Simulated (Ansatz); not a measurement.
## CdS (Greenockite): how G0W0 depends on its starting point

One-shot GW is not self-consistent; how far does the start matter for CdS (Greenockite)?

Program: Ansatz 0.2.0. Level of theory: G0W0 on several functionals, plane waves, PAW. Results are calculated unless marked as measured.

In doubt: masses and optical values from hybrid runs of this build are listed as unsure (step 4), which bears on the screening that GW takes from such a start.

## Step 1: The starting structure

The structure is hexagonal, space group P6_3mc (No. 186). Conventional cell: a = 4.137 Å, b = 4.137 Å, c = 6.714 Å, α = 90.00°, β = 90.00°, γ = 120.00°. Nearest to Cd lie 4 S at 2.52 to 2.53 Å. Nearest to S lie 4 Cd at 2.52 to 2.53 Å. Farther neighbours and most contacts between anions are not listed.

Structure file:

```cif
data_structure
_symmetry_space_group_name_H-M 'P 1'
_symmetry_Int_Tables_number 1
_cell_length_a 4.1370
_cell_length_b 4.1370
_cell_length_c 6.7144
_cell_angle_alpha 90.000
_cell_angle_beta 90.000
_cell_angle_gamma 120.000
_cell_volume 99.52
loop_
_atom_site_label
_atom_site_type_symbol
_atom_site_fract_x
_atom_site_fract_y
_atom_site_fract_z
_atom_site_occupancy
Cd1 Cd 0.66667 0.33333 0.00000 1
Cd2 Cd 0.33333 0.66667 0.50000 1
S3 S 0.66667 0.33333 0.37500 1
S4 S 0.33333 0.66667 0.87500 1
```

The cell and positions come from the Crystallography Open Database and are kept as given unless a step says otherwise. The default PAW set here is soft_2. Its files were made with PBE.

## Step 2: G0W0 on PBE

Now the one-shot GW correction: screening in the RPA, then the self-energy of the levels asked for.

This step: G0W0 on PBE, plane waves, PAW.

Contents of input.yaml:

```yaml
crystal:
  lattice:
    - [4.137, 0.0, 0.0]
    - [-2.0685, 3.5827470955, 0.0]
    - [0.0, 0.0, 6.7144]
  atoms:
    - { symbol: Cd, position: [0.6666666667, 0.3333333333, 0.0] }
    - { symbol: Cd, position: [0.3333333333, 0.6666666667, 0.5] }
    - { symbol: S, position: [0.6666666667, 0.3333333333, 0.375] }
    - { symbol: S, position: [0.3333333333, 0.6666666667, 0.875] }
kpoints:
  mp_grid: { grid: [6, 6, 2] }
hamiltonian:
  xc: pbe
scf:
  occupations: { method: fixed }
gw:
  n_empty_bands: 297
  ecut_chi: 120
  qp_bands: [v2, c2]
  qp_kpoints: band_edges
  screening: { model: contour_deformation }
```

On the command line:

```sh
> ansatz run input.yaml --threads 3 --pin off --max-ram 92160MiB --backend cuda --events-out ev --progress --plain --runs-dir out --devices 1 --max-vram 13GiB
```

Numbers of over 12 decimals in the logs are rounded to 6 here.

What it wrote:

```text
GPUs: using 1 of 1 available (devices: 1).
Engine: ansatz 0.2.0, x86_64-unknown-linux-gnu
Pseudopotentials: kind: paw
Pseudopotential: Cd, paw, valence charge 20, recommended cutoff 420 eV (normal), Cd.paw.azcp
Pseudopotential: S, paw, valence charge 6, recommended cutoff 420 eV (normal), S.paw.azcp
Functional definition: PBE
  parameter kappa = 0.804
  parameter beta = 0.066725
  exchange = pbe_x(kappa = kappa, mu = beta*pi^2/3)
  correlation = pbe_c(beta = beta)
device memory: the entry about to start is reckoned to put 0.9 GiB on a device that reports 38.3 GiB free (of which the cap on the GPU budget leaves the run 13.0 GiB)
GPU FFT provider: cuFFT
GPU libraries: cuBLAS 13.8.2, cuFFT 12.4.0, cuSOLVER 12.3.4
Crystal: 4 atoms, lattice volume = 99.520 Å³
Basis set: ecut = 420 eV, 1943 PW (Γ)
Bands: 32, of which v1, the nominal top of the filled ones, is band 26 counted from 1 (25 counted from 0)
Symmetry: 12 space group operations
Space group: P63mc (ITA 186), of the structure as read, at distance tolerance 4.6e-5 Å
k-points: 14 of 72
Non-local potential: Cd, projectors of the file, l = 0: 3, l = 1: 2, l = 2: 2, l = 3: 1
Non-local potential: S, projectors of the file, l = 0: 2, l = 1: 2, l = 2: 2
PAW form: soft (Blöchl's): semilocal exchange-correlation on the pseudo side does not see the compensation charge
PAW one-centre angular grid: Cd, 590 points (default); XC on 64 Gauss nodes
PAW one-centre angular grid: S, 110 points (default); XC on 64 Gauss nodes
Initial density: superposition of atomic densities (neutral atoms: chi_scale 0, normalization atom), corrected by the library's trained network
Initial wavefunctions: pseudopotential atomic-orbital guess
GPU buffer pool allocated for 40500 grid points (all kernels)
GPU transforms: local potential and band sums: pruned to the plane-wave sphere, on 27×27×45
Functional: x = pbe(κ = 0.804, μ = 0.219515), c = pbe(β = 0.066725)
SCF iter   1: F=—  HF=-18315.619712 eV  |F-HF|=—  |Δ(HF+E_count)|=         —  Δρ=6.08e-4  dr2=4.38e-4  ethr=1.77e-3  ⟨swp⟩=4.0  Hψ=1522  notcnv=0  defer=54
preconditioner: auto → Resta (q_TF=auto, 2.449 Å⁻¹)  ε∞=4.7  [insulator: Δε(μ)=1.213 eV  Ē_g=11.682 eV  n_scr=22 (ndim 8)  ℏωp=22.3 eV  f_vac=0.127  ε∞_Penn≈4.7]
SCF iter   2: F=—  HF=-18315.621238 eV  |F-HF|=—  |Δ(HF+E_count)|=   1.53e-3  Δρ=2.83e-4  dr2=8.31e-5  ethr=8.43e-7  ⟨swp⟩=2.7  Hψ=967  notcnv=0  defer=56
SCF iter   3: F=—  HF=-18315.621311 eV  |F-HF|=—  |Δ(HF+E_count)|=   7.36e-5  Δρ=1.05e-4  dr2=9.06e-6  ethr=1.60e-7  ⟨swp⟩=2.0  Hψ=673  notcnv=0  defer=54
SCF iter   4: F=—  HF=-18315.621332 eV  |F-HF|=—  |Δ(HF+E_count)|=   2.07e-5  Δρ=3.83e-5  dr2=1.52e-6  ethr=1.74e-8  ⟨swp⟩=2.1  Hψ=672  notcnv=0  defer=54
iter 5 did not close the SCF: its close was put off for the readings that it lacked (scf_convergence_deferred on its scf_iter line)
SCF iter   5: F=-18315.621335 eV  HF=-18315.621335 eV  |F-HF|=1.49e-7  |Δ(HF+E_count)|=   3.18e-6  Δρ=8.30e-6  dr2=9.16e-8  ethr=2.93e-9  ⟨swp⟩=2.0  Hψ=672  notcnv=0  defer=55
SCF iter   6: F=-18315.621335 eV  HF=-18315.621335 eV  |F-HF|=7.94e-9  |Δ(HF+E_count)|=   1.67e-7  Δρ=2.03e-6  dr2=5.39e-9  ethr=1.76e-10  ⟨swp⟩=7.3  Hψ=2045  notcnv=0
SCF 1 converged in 6 iterations: F = -18315.621335 eV  dr2 = 5.39e-9
  greatest PAW one-centre occupation: 1.000 electrons in one spin orbital (limit 2), on the Cd atom at site 1 (counted from 0), in its partial waves of l = 0
device memory: the entry about to start is reckoned to put 1.0 GiB (of the 1.0 GiB reckoned in all, the device holds 0.1 GiB already) on a device that reports 38.1 GiB free (of which the cap on the GPU budget leaves the run 13.0 GiB)
NSCF: frozen V_eff on 14 k-points, pencils in batches of 32, up to order 128
the band table was solved once the SCF had ended and its energy, with any forces and stress, was formed, with the checks that follow a solve (1681 applications of the Hamiltonian). They found nothing against the state; the energy, forces and stress were not computed again (output.eigenvalues in the input reference)
device memory: the entry about to start is reckoned to put 5.1 GiB on a device that reports 37.7 GiB free (of which the cap on the GPU budget leaves the run 13.0 GiB)
NSCF: frozen V_eff on 14 k-points
G₀W₀ screening: q 1/14
[... further progress lines ...]
SCF converged after 6 iterations
Free energy (F): -18315.621335 eV
Harris-Foulkes:  -18315.621335 eV  (|F-HF|=7.94e-9)
Internal energy: -18315.621335 eV  (E = F + TS)
E sigma→0 (E₀):  -18315.621335 eV
Fermi energy:    6.866229 eV
--- Per-component energies (eV) ---
  E_band       = -1014.957574
  E_kinetic    = 1223.971615
  E_local      = -8043.158150  (includes V_loc(G=0)·N_el)
  E_nonlocal   = 124.326534
  E_hartree    = 3694.439798
  E_xc         = -547.922726
  E_vxc        = -618.409260  (∫ρ·V_xc dr)
  E_paw        = -9367.582653  (= ΣΔE_a)
  E_vpaw       = -1090.571426  (= ΣTr[D̂ρ^β])
  E_aug_tail   = 0.000032  (compensation charges beyond the density's cutoff)
  E_ewald      = -5399.695785
  E_smearing   = -0.000000  (= −TS)
  E_closure    = 0.000000  (closes the sum)
  Σ components = -18315.621335   (vs F -18315.621335, Δ=0.00e0)
--- Band table (eV; the first three rows and the last of 14) ---
  k-point 0: bands = [... 22 lower, 6.0969, 6.8244, 6.8662, 6.8662, 8.0854, 9.6690, 13.3240, 13.3240, ... 2 higher]
  k-point 1: bands = [... 22 lower, 6.4678, 6.4678, 6.4678, 6.4678, 9.7287, 9.7287, 13.0507, 13.0507, ... 2 higher]
  k-point 2: bands = [... 22 lower, 5.6736, 5.7824, 6.6202, 6.6820, 9.2237, 10.5252, 12.6143, 13.6757, ... 2 higher]
  k-point 13: bands = [... 22 lower, 4.4524, 4.4524, 5.7464, 5.7464, 11.2761, 11.2761, 12.9576, 12.9576, ... 2 higher]
--- G₀W₀: contour deformation, 7 samples at zero and on the imaginary axis and 1 off it, 72 q-points, 297 empty bands' worth ---
  eigenvalues of the whole cell's RPA ε∞ on this k-mesh (on a slab, of 1 + 4πα/V) = 6.9808, 6.9808, 7.1386; static W/v taken at q = 0 is 0.141462
  bands read: the sum over 323 bands ends inside a degenerate multiplet in 7 slots, whose members it reads at an even weight; the widest, k=1: bands 323 to 324 (counted from 1) at 1/2 each
  gw.qp_kpoints: band_edges: 9 of 14 stored k-points solved, in 1 pass; an edge of the gap read off the rows below is read off those points alone
    valence top: of the k-points left out ik 8 came nearest to being solved in a further pass, in band 26 (counted from 1, as in the quasiparticle table): it holds the edge there only if its correction is more favourable than any solved in that band by at least 0.619 eV; those differ by 0.122 eV
    conduction bottom: of the k-points left out ik 8 came nearest to being solved in a further pass, in band 27 (counted from 1, as in the quasiparticle table): it holds the edge there only if its correction is more favourable than any solved in that band by at least 2.199 eV; those differ by 0.243 eV
    ik  band        ε_KS         Σx   Σc(E_QP)       V_xc       Z   E_QP_lin       E_QP  E_QP is
     0    25      6.8662   -20.8228     2.1516   -18.0644  0.7448     6.2450     6.2594  root
     0    26      6.8662   -20.8228     2.1516   -18.0644  0.7448     6.2450     6.2594  root
     0    27      8.0854    -8.7159    -3.5841   -12.4553  0.7856     8.2413     8.2407  root
     0    28      9.6690    -8.1983    -3.9449   -12.4422  0.7827     9.9707     9.9680  root
     1    25      6.4678   -20.2923     2.2861   -17.3517  0.7422     5.7954     5.8134  root
     1    26      6.4678   -20.2923     2.2861   -17.3517  0.7422     5.7954     5.8134  root
     1    27      9.7287    -8.7118    -3.8741   -12.8607  0.7767    10.0058    10.0036  root
     1    28      9.7287    -8.7118    -3.8741   -12.8607  0.7767    10.0058    10.0036  root
     2    25      6.6202   -20.4944     2.3043   -17.5392  0.7421     5.9514     5.9693  root
     2    26      6.6820   -20.5828     2.2198   -17.7334  0.7434     6.0364     6.0525  root
     2    27      9.2237    -9.7428    -3.5434   -13.4959  0.7728     9.4346     9.4334  root
     2    28     10.5252    -8.6684    -4.1027   -13.1394  0.7720    10.8981    10.8935  root
     3    25      6.2110   -19.9388     2.3535   -16.9069  0.7402     5.5123     5.5326  root
     3    26      6.2110   -19.9388     2.3535   -16.9069  0.7402     5.5123     5.5326  root
     3    27     10.4700    -8.9908    -4.0660   -13.3894  0.7673    10.8063    10.8027  root
     3    28     10.4700    -8.9908    -4.0660   -13.3894  0.7673    10.8063    10.8027  root
     4    25      6.0391   -19.6258     2.4057   -16.5180  0.7389     5.3141     5.3370  root
     4    26      6.3104   -20.0702     2.3459   -17.0547  0.7400     5.6212     5.6408  root
     4    27     10.3096    -8.8506    -4.0525   -13.2319  0.7685    10.6417    10.6384  root
     4    28     10.8728    -7.8668    -4.0488   -12.2391  0.7783    11.1998    11.1964  root
     5    25      5.7437   -19.3031     2.4837   -16.1025  0.7355     5.0019     5.0268  root
     5    26      5.7437   -19.3031     2.4837   -16.1025  0.7355     5.0019     5.0268  root
     5    27     10.5811    -7.8488    -4.0044   -12.1278  0.7774    10.8580    10.8557  root
     5    28     10.5811    -7.8488    -4.0044   -12.1278  0.7774    10.8580    10.8557  root
[...]
7    25      5.5382   -19.1707     2.5544   -15.8871  0.7329     4.7828     4.8091  root
     7    26      5.5382   -19.1707     2.5544   -15.8871  0.7329     4.7828     4.8091  root
     7    27     10.3530    -7.6581    -3.9116   -11.8121  0.7824    10.5973    10.5955  root
     7    28     10.3530    -7.6581    -3.9116   -11.8121  0.7824    10.5973    10.5955  root
    13    25      5.7464   -19.2572     2.5109   -16.0294  0.7343     5.0049     5.0296  root
    13    26      5.7464   -19.2572     2.5109   -16.0294  0.7343     5.0049     5.0296  root
    13    27     11.2761    -8.3301    -4.2943   -13.0227  0.7699    11.6803    11.6744  root
    13    28     11.2761    -8.3301    -4.2943   -13.0227  0.7699    11.6803    11.6744  root
```

Wall time 30 s (1 × NVIDIA H100 80GB HBM3 (shared by 6 runs) with 3 threads of AMD EPYC 7R13 (Zen 3), shared host); peak memory 1.4 GiB.

Numbers from this step:

- bands summed: 323
- RPA ε∞ on this mesh (eigenvalues): 6.981, 6.981, 7.139
- plane waves in the screening matrix: 311
- q-points in the mesh: 72
- G0W0 gap on the mesh: 1.981 eV
- k of the valence top: 0, 0, 0
- k of the conduction bottom: 0, 0, 0
- starting gap on the mesh: 1.219 eV
- Z at the valence top: 0.7448
- Z at the conduction bottom: 0.7856
- least direct G0W0 gap on the computed points: 1.981 eV

The gap on the mesh goes from 1.22 eV to 1.98 eV, a correction of +0.76 eV. Between the two edge states, bare exchange in place of the xc potential would open the gap by 6.50 eV, and correlation takes back 5.74 eV.

## Step 3: G0W0 on r2SCAN

The same correction from a different start measures what one shot leaves open.

This step: G0W0 on r2SCAN, plane waves, PAW.

Changes to input.yaml since step 2:

```diff
@@ -13,3 +13,3 @@
 hamiltonian:
-  xc: pbe
+  xc: r2scan
 scf:
```

What it wrote:

```text
GPUs: using 1 of 1 available (devices: 1).
[...]
GPU FFT provider: cuFFT
GPU libraries: cuBLAS 13.8.2, cuFFT 12.4.0, cuSOLVER 12.3.4
Crystal: 4 atoms, lattice volume = 99.520 Å³
Basis set: ecut = 500 eV, 2539 PW (Γ), exchange–correlation on 128×128×200 points (64 copies of the dense FFT grid, shifted against one another)
Bands: 32, of which v1, the nominal top of the filled ones, is band 26 counted from 1 (25 counted from 0)
[... 1 set-up line as in the run before ...]
[...]
k-points: 14 of 72
[...]
GPU buffer pool allocated for 51200 grid points (all kernels)
GPU transforms: local potential: pruned to the plane-wave sphere, on 30×32×50; band sums: pruned to the plane-wave sphere, on 32×32×50
[...]
SCF iter   1: F=—  HF=-18351.195721 eV  |F-HF|=—  |Δ(HF+E_count)|=         —  Δρ=6.02e-3  dr2=1.91e-2  dr2_τ=3.27e-2  ethr=1.77e-3  ⟨swp⟩=4.0  Hψ=1534  notcnv=0  defer=53
[...]
SCF iter   7: F=-18351.220416 eV  HF=-18351.220416 eV  |F-HF|=3.18e-9  |Δ(HF+E_count)|=   6.11e-8  Δρ=1.96e-6  dr2=3.61e-9  dr2_τ=3.25e-10  ethr=1.92e-10  ⟨swp⟩=8.1  Hψ=1722  notcnv=0
SCF 1 converged in 7 iterations: F = -18351.220416 eV  dr2 = 3.61e-9
[...]
NSCF: frozen V_eff on 14 k-points, pencils in batches of 32, up to order 128
[...]
NSCF: frozen V_eff on 14 k-points
G₀W₀ screening: q 1/14
[... further progress lines ...]
SCF converged after 7 iterations
Free energy (F): -18351.220416 eV
[...]
Internal energy: -18351.220416 eV  (E = F + TS)
E sigma→0 (E₀):  -18351.220416 eV
Fermi energy:    6.597948 eV
[...]
--- Band table (eV; the first three rows and the last of 14) ---
  k-point 0: bands = [... 22 lower, 5.8152, 6.5556, 6.5979, 6.5979, 8.2799, 9.8688, 13.5789, 13.5789, ... 2 higher]
  k-point 1: bands = [... 22 lower, 6.1939, 6.1939, 6.1939, 6.1939, 9.9221, 9.9221, 13.2411, 13.2411, ... 2 higher]
  k-point 2: bands = [... 22 lower, 5.4506, 5.4941, 6.3491, 6.4114, 9.3804, 10.7262, 12.7822, 13.8983, ... 2 higher]
  k-point 13: bands = [... 22 lower, 4.1289, 4.1289, 5.4555, 5.4555, 11.4971, 11.4971, 12.9975, 12.9975, ... 2 higher]
[...]
0    25      6.5979   -20.8778     2.0912   -18.3061  0.7673     6.1130     6.1174  root
     0    26      6.5979   -20.8778     2.0912   -18.3061  0.7673     6.1130     6.1174  root
     0    27      8.2799    -8.3246    -3.5728   -12.0195  0.8069     8.4022     8.4019  root
     0    28      9.8688    -7.9945    -3.8706   -12.1485  0.8040    10.1535    10.1522  root
     1    25      6.1939   -20.3443     2.1996   -17.6169  0.7648     5.6604     5.6661  root
     1    26      6.1939   -20.3443     2.1996   -17.6169  0.7648     5.6604     5.6661  root
     1    27      9.9221    -8.3932    -3.8188   -12.4650  0.7985    10.1762    10.1751  root
     1    28      9.9221    -8.3932    -3.8188   -12.4650  0.7985    10.1762    10.1751  root
[...]
13    25      5.4555   -19.2927     2.3894   -16.3138  0.7573     4.8579     4.8661  root
    13    26      5.4555   -19.2927     2.3894   -16.3138  0.7573     4.8579     4.8661  root
    13    27     11.4971    -8.1007    -4.1620   -12.6333  0.7931    11.8706    11.8678  root
    13    28     11.4971    -8.1007    -4.1620   -12.6333  0.7931    11.8706    11.8678  root
```

Wall time 24 s (1 × NVIDIA H100 80GB HBM3 (shared by 6 runs) with 3 threads); peak memory 1.7 GiB.

Numbers from this step:

* bands summed: 323
* RPA ε∞ on this mesh (eigenvalues): 5.421, 5.421, 5.554
* plane waves in the screening matrix: 311
* q-points in the mesh: 72
* G0W0 gap on the mesh: 2.285 eV
* k of the valence top: 0, 0, 0
* k of the conduction bottom: 0, 0, 0
* starting gap on the mesh: 1.682 eV
* Z at the valence top: 0.7673
* Z at the conduction bottom: 0.8069
* least direct G0W0 gap on the computed points: 2.285 eV

Against the run with 6×6×2 mesh, 297 empty bands, screening to 120 eV on PBE, the gap moves by +0.30 eV, while the start moved by +0.46 eV.

## Step 4: G0W0 on HSE06

This step: G0W0 on HSE06, plane waves, PAW.

Changes to input.yaml since step 3:

```diff
@@ -13,3 +13,3 @@
 hamiltonian:
-  xc: r2scan
+  xc: hse06
 scf:
```

What it wrote:

```text
GPUs: using 1 of 1 available (devices: 1).
[...]
davidson cushion auto → on  (no smearing: the cushion is to keep the highest requested band from converging to the state above it; pin scf.eigensolver.cushion to override)
[...]
GPU FFT provider: cuFFT
GPU libraries: cuBLAS 13.8.2, cuFFT 12.4.0, cuSOLVER 12.3.4
Crystal: 4 atoms, lattice volume = 99.520 Å³
Basis set: ecut = 420 eV, 1943 PW (Γ)
[...]
1    27     10.1609    -8.1641    -3.7390   -12.0410  0.8175    10.2991    10.2988  root
     1    28     10.1609    -8.1641    -3.7390   -12.0410  0.8175    10.2991    10.2988  root
[...]
13    25      5.0204   -19.1155     2.1804   -16.5926  0.7790     4.6763     4.6780  root
    13    26      5.0204   -19.1155     2.1804   -16.5926  0.7790     4.6763     4.6780  root
    13    27     11.7818    -7.7702    -4.0191   -12.0065  0.8135    11.9996    11.9990  root
    13    28     11.7818    -7.7702    -4.0191   -12.0065  0.8135    11.9996    11.9990  root
[key lines of the parts left out:]
Free energy (F): -18324.386308 eV
Fermi energy:    6.221294 eV
```

Elapsed: 56 s, on 1 × NVIDIA H100 80GB HBM3 (shared by 6 runs) with 3 threads; peak memory 1.8 GiB.

Numbers from this step:

```yaml
bands_summed: 323
rpa_eps_infinity_on_this_mesh_eigenvalues: 4.568, 4.568, 4.663
plane_waves_in_the_screening_matrix: 311
g0w0_gap_on_the_mesh: 2.566 eV
k_of_the_valence_top: 0, 0, 0
k_of_the_conduction_bottom: 0, 0, 0
starting_gap_on_the_mesh: 2.245 eV
least_direct_g0w0_gap_on_the_computed_points: 2.566 eV
```

Against the run with 6×6×2 mesh, 297 empty bands, screening to 120 eV on r2SCAN, the gap moves by +0.28 eV, while the start moved by +0.56 eV.

## Step 5: The starts together

All on the 6×6×2 mesh with 297 empty bands and screening to 120 eV. Times are wall times on 1 × NVIDIA H100 80GB HBM3 (shared by 6 runs) with 3 threads of AMD EPYC 7R13 (Zen 3), shared host, good to a factor of about two.

```tsv
start	starting gap (eV)	shift (eV)	G0W0 gap (eV)	RPA ε∞ (harmonic mean)	Z (valence, conduction)	time
PBE	1.22	+0.76	1.98	7.03	0.74, 0.79	30 s
r2SCAN	1.68	+0.60	2.28	5.46	0.77, 0.81	24 s
HSE06	2.24	+0.32	2.57	4.60	0.79, 0.82	56 s
```

The parts of the quasiparticle energy at the two band edges (eV; QP = start + Σx + Σc − Vxc):

```tsv
run	edge	start	Σx	Σc	Vxc	Z	QP
PBE	valence top	6.87	-20.82	2.15	-18.06	0.74	6.26
PBE	conduction bottom	8.09	-8.72	-3.58	-12.46	0.79	8.24
r2SCAN	valence top	6.60	-20.88	2.09	-18.31	0.77	6.12
r2SCAN	conduction bottom	8.28	-8.32	-3.57	-12.02	0.81	8.40
HSE06	valence top	6.22	-20.61	1.92	-18.43	0.79	5.96
HSE06	conduction bottom	8.47	-8.16	-3.53	-11.75	0.82	8.52
```

For a hybrid start, Vxc holds its share of exact exchange.

## Step 6: Outcome

- G0W0@PBE: 1.98 eV (start 1.22 eV)
- G0W0@r2SCAN: 2.28 eV (start 1.68 eV)
- G0W0@HSE06: 2.57 eV (start 2.24 eV)
- known limits: not at the basis limit; no spin-orbit coupling; coarse k mesh

In words: The starting gaps span 1.03 eV and the G0W0 gaps 0.58 eV. Between PBE and HSE06, 0.58 eV of the 1.03 eV survives, 57 %. HSE06 screens less than PBE (ε∞ 4.60 against 7.03). Of the 0.58 eV by which its G0W0 gap is higher, the correlation part gives +0.29 eV, and exchange with the one-particle terms, which follow the orbitals, +0.30 eV. The smallest correction, +0.32 eV, is on HSE06, the start nearest to reproducing itself. Bands and cutoff are finite, so the gap is not at the basis limit. The miss can reach some tenths of an eV and take either sign; the mesh is an error of its own. The 6×6×2 mesh is coarse for this cell (its supercell is 13 Å along the shortest edge). The RPA ε∞ on it, from the PBE start, is 6.98 and 7.14; such meshes misread the long-range screening, most where the gap is narrow. The many-body steps are scalar-relativistic: spin-orbit coupling is not in them.

[Paths, hosts, dates, memory and timing lines, banners, echoed tables and standing remarks are left out of the program output.]

[Logs are printed without paths, hosts, clocks, repeated set-up lines and the standing remarks that a program may print on its own settings, such as how far it seeks lower states.]

[Runs of the session that timed out or met a known fault of the program may be left out.]

[Cells called generated may have been cut or substituted from an entry of the Crystallography Open Database or the Materials Project.]

[Hosts, paths, dates, database ids (printed as entryN), source tags and the programs' standing remarks are cut or masked in the printed files.]
